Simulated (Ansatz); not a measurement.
**HgTe (model cell, started as CsCl type): relaxing the cell for a phonon run**

Wanted: the relaxed cell of HgTe (model cell, started as CsCl type).

Main program and level: Ansatz 0.2.0; DFT PBEsol, scalar-relativistic, plane waves, PAW.

The structure was built from a prototype and need not be the compound's stable phase.

## Step 1: The structure

It takes space group Pm-3m (No. 221, cubic). Conventional cell: a = 3.879 Å, b = 3.879 Å, c = 3.879 Å, α = 90.00°, β = 90.00°, γ = 90.00°. Hg has 8 Te at 3.36 Å nearest. Te has 8 Hg at 3.36 Å nearest. Farther neighbours and most contacts between anions are not listed.

## Step 2: A coarse first look

First a cheap look: the gap decides the mesh and the occupations, the pressure tells how far the cell has to move.

The input, input.yaml:

```yaml
crystal:
  lattice:
    - [3.87887, 0.0, 0.0]
    - [0.0, 3.87887, 0.0]
    - [0.0, 0.0, 3.87887]
  atoms:
    - { symbol: Hg, position: [0.0, 0.0, 0.0] }
    - { symbol: Te, position: [0.5, 0.5, 0.5] }
kpoints:
  mp_grid: { grid: [6, 6, 6] }
hamiltonian:
  xc: pbesol
scf:
  occupations: { method: gaussian, width: 0.1 }
output:
  forces: true
  stress: true
  eigenvalues: true
```

On the command line:

```bash
$ ansatz run input.yaml --threads 4 --pin off --max-ram 7168MiB --backend cpu --events-out ev --progress --plain --runs-dir out
```

Numbers of over 12 decimals in the logs are rounded to 6 here.

Output:

```text
Engine: ansatz 0.2.0, aarch64-unknown-linux-gnu
Pseudopotentials: kind: paw
Pseudopotential: Hg, paw, valence charge 20, recommended cutoff 420 eV (normal), Hg.paw.azcp
Pseudopotential: Te, paw, valence charge 16, recommended cutoff 420 eV (normal), Te.paw.azcp
Functional definition: PBEsol
  exchange = pbesol_x
  correlation = pbesol_c
Crystal: 2 atoms, lattice volume = 58.360 Å³
[...]
--- Band table (eV; the first three rows and the last of 20) ---
  k-point 0: bands = [... 14 lower, 4.5186, 8.1111, 9.6738, 9.6738, 9.6738, 16.1451, 16.1451, 19.6612]
  k-point 1: bands = [... 14 lower, 4.5223, 6.9263, 9.9555, 9.9555, 10.4516, 16.2192, 16.7946, 18.5999]
  k-point 2: bands = [... 14 lower, 4.5297, 5.6164, 10.6110, 10.6110, 11.5056, 15.0516, 16.3985, 16.8790]
  k-point 19: bands = [... 14 lower, 4.7236, 9.0072, 9.0072, 9.0072, 9.3203, 11.8985, 11.8985, 11.8985]
[key lines of the parts left out:]
SCF converged after 6 iterations
Free energy (F): -20569.010037 eV
Fermi energy:    10.407623 eV
P = ⅓ Tr σ = -5.2657 GPa (-52.657 kbar)
```

The job ended after 0.5 s (4 threads of Arm Neoverse V2, shared host; peak memory 0.32 GiB).

Numbers from this step:

| Property | Result |
| --- | --- |
| pressure | -5.266 GPa |
| volume per atom | 29.18 Å³ |
| gap on the k-mesh | 0 eV |

The coarse mesh shows no gap and a pressure of -5.3 GPa.

## Step 3: Relaxation

The cell and atoms are relaxed, since residual forces and stress would shift the frequencies.

input.yaml, the sections that differ from step 2:

```yaml
kpoints:
  mp_grid: { grid: [10, 10, 10] }
relax:
  adjacent_minimum: "off"
  f_tol: 0.005
  max_steps: 80
  cell: { stress_tol: 0.05 }
# crystal, hamiltonian, scf, output: as in step 2
```

Output:

```text
[...]
Crystal: 2 atoms, lattice volume = 58.360 Å³
Basis set: ecut = 420 eV, 1189 PW (Γ), exchange–correlation on 54×54×54 points (8 copies of the dense FFT grid, shifted against one another)
Bands: 22, of which v1, the nominal top of the filled ones, is band 18 counted from 1 (17 counted from 0)
Symmetry: 48 space group operations
[...]
k-points: 56 of 1000
[...]
SCF iter   1: F=—  HF=-20569.004920 eV  |F-HF|=—  |Δ(HF+E_count)|=         —  Δρ=3.30e-3  dr2=6.01e-3  ethr=1.77e-3  ⟨swp⟩=6.0  Hψ=5587  notcnv=0
[...]
SCF iter   6: F=-20569.002694 eV  HF=-20569.002694 eV  |F-HF|=1.30e-8  |Δ(HF+E_count)|=   4.58e-8  Δρ=9.35e-6  dr2=4.93e-8  ethr=2.78e-10  ⟨swp⟩=6.5  Hψ=5294  notcnv=0
SCF 1 converged in 6 iterations: F = -20569.002694 eV  dr2 = 4.93e-8
[...]
relax step   1: F+E_penalty+E_count = -20569.00269377 eV  Δ(F+E_penalty+E_count) = +0.000e0 eV  max|allowed force component| = 9.203e-31 eV/Å  Δτ_max = 0.0000 Å  P = -5.339 GPa  Ω = 58.360 Å³  (6 SCF iters, dr2 threshold 1.00e-7 eV, accepted)
Crystal: 2 atoms, lattice volume = 51.191 Å³
Basis set: ecut = 420 eV, 1021 PW (Γ), exchange–correlation on 54×54×54 points (8 copies of the dense FFT grid, shifted against one another)
[...]
iter 1 solved again at ethr=1.66e-5 eV; its pass at ethr=3.10e-3 eV (dr2=5.99e-3 eV) is discarded
[...]
SCF iter   5: F=-20569.143038 eV  HF=-20569.143038 eV  |F-HF|=1.54e-9  |Δ(HF+E_count)|=   2.43e-7  Δρ=7.07e-6  dr2=1.54e-8  ethr=5.56e-10  ⟨swp⟩=6.6  Hψ=5360  notcnv=0
SCF 2 converged in 5 iterations: F = -20569.143038 eV  dr2 = 1.54e-8
relax step   2: F+E_penalty+E_count = -20569.14303766 eV  Δ(F+E_penalty+E_count) = -1.403e-1 eV  max|allowed force component| = 1.841e-30 eV/Å  Δτ_max = 0.0000 Å  P = -0.034 GPa  Ω = 51.191 Å³  energy of the carried Pulay correction = +1.572e-3 eV  (5 SCF iters, dr2 threshold 2.00e-7 eV, accepted)
Basis set: ecut = 420 eV, 1021 PW (Γ), exchange–correlation on 50×50×50 points (8 copies of the dense FFT grid, shifted against one another)
[...]
SCF iter   6: F=-20569.141538 eV  HF=-20569.141538 eV  |F-HF|=3.64e-12  |Δ(HF+E_count)|=  1.46e-11  Δρ=5.86e-8  dr2=2.26e-12  ethr=1.00e-12  ⟨swp⟩=6.4  Hψ=5756  notcnv=0
SCF 3 converged in 6 iterations: F = -20569.141538 eV  dr2 = 2.26e-12
relax step   3: F+E_penalty+E_count = -20569.14153816 eV  Δ(F+E_penalty+E_count) = +1.500e-3 eV  max|allowed force component| = 2.547e-30 eV/Å  Δτ_max = 0.0000 Å  P = -0.044 GPa  Ω = 51.191 Å³  stress off target by 4.42e-2 GPa  SCF on the basis re-selected at this cell (its energy is not comparable with the rows above)  (6 SCF iters)
basis re-selected at this cell: Δ(F+E_penalty+E_count) = +1.500e-3 eV, ΔP = -0.010 GPa vs the last step (what re-selecting the basis moved, of the pressure what is left beyond the Pulay correction that the steps carried, after the strain that the cell walked since its last selection, with what the two solves' SCF thresholds leave and, on support functions, any second-order correction that the steps lacked; it is no measure of the basis error at this ecutwfc). The dense FFT grid was sized anew with the basis: this SCF ran on 25×25×25 points, the steps before it on 27×27×27, so part of this shift can come from that change (see relax.cell in the input reference). [rest of the remark cut]
SCF converged after 6 iterations
Free energy (F): -20569.141538 eV
[...]
Internal energy: -20569.136513 eV  (E = F + TS)
E sigma→0 (E₀):  -20569.139026 eV
Entropy (-TS):   -0.005025 eV (-2.513 meV/atom)
Fermi energy:    12.774834 eV
[...]
--- Stress (GPa, compression-positive) ---
       -0.044229       0.000000      -0.000000
        0.000000      -0.044229       0.000000
       -0.000000       0.000000      -0.044229
  P = ⅓ Tr σ = -0.0442 GPa (-0.442 kbar)
--- Band table (eV; the first three rows and the last of 56) ---
  k-point 0: bands = [... 14 lower, 6.6249, 10.7643, 11.7713, 11.7713, 11.7713, 18.4432, 18.4432, 22.9523]
  k-point 1: bands = [... 14 lower, 6.6267, 9.8819, 11.9076, 11.9076, 12.4430, 18.4547, 18.8969, 22.2499]
  k-point 2: bands = [... 14 lower, 6.6315, 8.6668, 12.2846, 12.2846, 13.2159, 18.4867, 19.5290, 21.1424]
  k-point 55: bands = [... 14 lower, 6.9119, 11.2595, 11.2595, 11.2595, 11.7730, 13.7955, 13.7955, 13.7955]
--- Relaxed structure (2 steps of the walk, 2 accepted, 1 SCFs on fresh bases) ---
  F+E_penalty+E_count = -20569.14153816 eV   max|allowed force component| = 2.547e-30 eV/Å   (the final SCF, on the basis selected at the relaxed cell)
  cell:  # Å, volume = 51.1911 Å³
    - [3.713057, 0, 0]
    - [0, 3.713057, 0.0]
    - [0, 0.0, 3.713057]
  atoms:
    - { symbol: Hg, position: [0, 0, 0] }
    - { symbol: Te, position: [0.5, 0.5, 0.5] }
```

Wall time 3 s (4 threads); peak memory 0.39 GiB; 10 s of CPU time.

Step by step:

```tsv
step	energy less that of the first step (eV)	largest force component (eV/Å)	pressure (GPa)	volume (Å³)
1	0.0000	0.0000	-5.34	58.36
2	-0.1403	0.0000	-0.03	51.19
3*	-0.1388	0.0000	-0.04	51.19
```

Relaxation steps marked * repeat the geometry before them on a plane-wave basis chosen anew for their cell, so energy and pressure can jump there.

The run keeps the 48 symmetry operations that it works with, so distortions that break them were not tested.

```tsv
conventional cell, symmetrised	before	after	change
a (Å)	3.879	3.713	-4.3 %
b (Å)	3.879	3.713	-4.3 %
c (Å)	3.879	3.713	-4.3 %
volume (Å³/atom)	29.18	25.60	-12.3 %
```

Final coordinates:

```
Hg Te
1.0
     3.71306    0.00000    0.00000
     0.00000    3.71306    0.00000
     0.00000    0.00000    3.71306
Hg Te
1 1
Direct
  0.00000 0.00000 0.00000
  0.50000 0.50000 0.50000
```

This step gave:

```yaml
pressure: -0.04423 GPa
volume_per_atom: 25.60 Å³
```

In this step the volume went from 29.18 to 25.60 Å³/atom.

## Step 4: Relaxation

The relaxation is repeated from its end on the same settings, as a check that it has come to rest.

input.yaml, the sections that differ from step 3:

```yaml
crystal:
  lattice:
    - [3.7130569498, 0.0, 0.0]
    - [0.0, 3.7130569498, 0.0]
    - [0.0, 0.0, 3.7130569498]
  atoms:
    - { symbol: Hg, position: [0.0, 0.0, 0.0] }
    - { symbol: Te, position: [0.5, 0.5, 0.5] }
output:
  forces: true
  stress: true
  eigenvalues: true
  write_density: true
  write_potential: true
  elf: true
  volumetric_format: npy
# kpoints, hamiltonian, scf, relax: as in step 3
```

Output:

```text
[...]
Crystal: 2 atoms, lattice volume = 51.191 Å³
Basis set: ecut = 420 eV, 1021 PW (Γ), exchange–correlation on 50×50×50 points (8 copies of the dense FFT grid, shifted against one another)
Bands: 22, of which v1, the nominal top of the filled ones, is band 18 counted from 1 (17 counted from 0)
Symmetry: 48 space group operations
[...]
k-points: 56 of 1000
[...]
k-point 55: bands = [... 14 lower, 6.9119, 11.2595, 11.2595, 11.2595, 11.7730, 13.7955, 13.7955, 13.7955]
--- Relaxed structure (1 steps of the walk, 1 accepted, 1 SCFs on fresh bases) ---
[...]
cell:  # Å, volume = 51.1911 Å³
    - [3.7130569498, 0.0, 0.0]
    - [0.0, 3.7130569498, 0.0]
    - [0.0, 0.0, 3.7130569498]
  atoms:
    - { symbol: Hg, position: [0.0, 0.0, 0.0] }
    - { symbol: Te, position: [0.5, 0.5, 0.5] }
[key lines of the parts left out:]
SCF converged after 4 iterations
Free energy (F): -20569.141538 eV
Fermi energy:    12.774835 eV
P = ⅓ Tr σ = -0.0442 GPa (-0.442 kbar)
```

The job ended after 2 s (4 threads; peak memory 0.39 GiB).

Little changed from the start: no atom moved by 0.005 Å and no cell edge by 0.1 %.

ELF in the ac plane at fractional y = 0.000, with atoms of Hg within 0.2 Å of it. It is the smooth field of the valence electrons, not physical close to the nuclei.

Ten even steps from '_' (0.07) to '@' (0.76), each cell a mean:
```
%%##**==--::______::--++**##
****++==--..______::--==++**
++++==--::..______..::--==++
------::..________....::----
::::::....__________....::::
____________________________
____________....____________
______________..____________
::::....______________....::
----::::..________....::----
++====--::..______..::--====
****++==::..______::--==++**
%%##**==--::______::--++**##
@@%%**++--::______::--++**%%
```
Columns run along a (3.7 Å), rows up along c (3.7 Å). Atoms in or near the plane, at fractional coordinates: Hg at (0.00, 0.00).

Electrostatic potential energy in the ac plane at fractional y = 0.000, with atoms of Hg within 0.2 Å of it. With pseudopotentials it is smooth inside the atoms' cores, unlike the true potential.

Ten even steps from '_' (-33 eV) to '@' (16 eV), each cell a mean:
```
______==%%@@@@@@@@@@##::____
____::**%%@@@@@@@@@@%%==..__
::--++%%@@@@@@@@@@@@@@##==::
####%%@@@@@@@@@@@@@@@@@@%%##
@@@@@@@@@@@@@@@@@@@@@@@@@@@@
@@@@@@@@@@@@@@@@@@@@@@@@@@@@
@@@@@@@@@@@@@@@@@@@@@@@@@@@@
@@@@@@@@@@@@@@@@@@@@@@@@@@@@
@@@@@@@@@@@@@@@@@@@@@@@@@@@@
##%%%%@@@@@@@@@@@@@@@@@@%%%%
--==**%%@@@@@@@@@@@@@@%%**==
____::**%%@@@@@@@@@@%%++::__
______==%%@@@@@@@@@@##--____
______--##@@@@@@@@@@##::____
```
Columns run along a (3.7 Å; values clipped at the 3rd and 97th percentile), rows up along c (3.7 Å). Atoms in or near the plane, at fractional coordinates: Hg at (0.00, 0.00).

Valence density in the ac plane at fractional y = 0.000, with atoms of Hg within 0.2 Å of it. It is the smooth field of the valence electrons, not physical close to the nuclei.

Ten even steps from '0' (0 e/Å³) to '9' (16 e/Å³), each cell a mean:
```
86300000000147
43100000000024
11000000000001
00000000000000
00000000000000
00000000000000
00000000000000
00000000000000
00000000000000
00000000000000
10000000000000
43100000000013
75300000000136
97410000000148
```
Columns run along a (3.7 Å), rows up along c (3.7 Å). Atoms in or near the plane, at fractional coordinates: Hg at (0.00, 0.00).

In this step the volume went from 25.60 to 25.60 Å³/atom.

## Step 5: Relaxing to small forces for the phonons

Phonons need a cell at rest on their own settings, so the relaxation is repeated with tight tolerances on forces and stress on the k mesh and occupations of the first response run.

input.yaml, the sections that differ from step 4:

```yaml
kpoints:
  mp_grid: { grid: [12, 12, 12] }
scf:
  occupations: { method: methfessel_paxton, width: 0.15 }
output:
  forces: true
  stress: true
  eigenvalues: true
relax:
  adjacent_minimum: "off"
  f_tol: 0.001
  max_steps: 60
  cell: { stress_tol: 0.01 }
# crystal, hamiltonian: as in step 4
```

Output:

```text
[...]
Crystal: 2 atoms, lattice volume = 51.191 Å³
Basis set: ecut = 420 eV, 1021 PW (Γ), exchange–correlation on 50×50×50 points (8 copies of the dense FFT grid, shifted against one another)
Bands: 22, of which v1, the nominal top of the filled ones, is band 18 counted from 1 (17 counted from 0)
Symmetry: 48 space group operations
[...]
k-points: 84 of 1728
[...]
k-point 83: bands = [... 14 lower, 6.8403, 11.2522, 11.2522, 11.2522, 11.7147, 13.7642, 13.7642, 13.7642]
--- Relaxed structure (3 steps of the walk, 3 accepted, 1 SCFs on fresh bases) ---
[...]
cell:  # Å, volume = 51.2582 Å³
    - [3.714677, 0, 0]
    - [0, 3.714677, 0.0]
    - [0, 0.0, 3.714677]
  atoms:
    - { symbol: Hg, position: [0, 0, 0] }
    - { symbol: Te, position: [0.5, 0.5, 0.5] }
[key lines of the parts left out:]
SCF converged after 5 iterations
Free energy (F): -20569.125853 eV
Fermi energy:    12.775975 eV
P = ⅓ Tr σ = -0.0002 GPa (-0.002 kbar)
```

Elapsed: 4.8 s, on 4 threads; peak memory 0.41 GiB; 18 s of CPU time.

Little changed from the start: no atom moved by 0.005 Å and no cell edge by 0.1 %.

This step gave:

* pressure: -1.69e-4 GPa
* volume per atom: 25.63 Å³

The forces vanish by symmetry and the pressure is 0.000 GPa, within the tolerances set. The cell now holds 25.63 Å³/atom.

## Step 6: What came out

```yaml
space_group_after_relaxation: Pm-3m
lattice_constant_a: 3.715 Å
lattice_constant_b: 3.715 Å
lattice_constant_c: 3.715 Å
volume_per_atom: 25.6 Å³
```

The forces vanish by symmetry and the pressure is 0.000 GPa, within the tolerances set. The cell now holds 25.63 Å³/atom. The relaxation keeps the symmetry of its start, so it says nothing on stability against lower symmetry. Spin-orbit coupling is left out, which can matter for the heavy elements here. The starting cell was built on a prototype and not taken from a measurement, so the phase need not exist.

[Logs are printed without paths, hosts, clocks, repeated set-up lines and the standing remarks that a program may print on its own settings, such as how far it seeks lower states.]

[Hosts, paths, dates, database ids (printed as entryN), source tags and the programs' standing remarks are cut or masked in the printed files.]
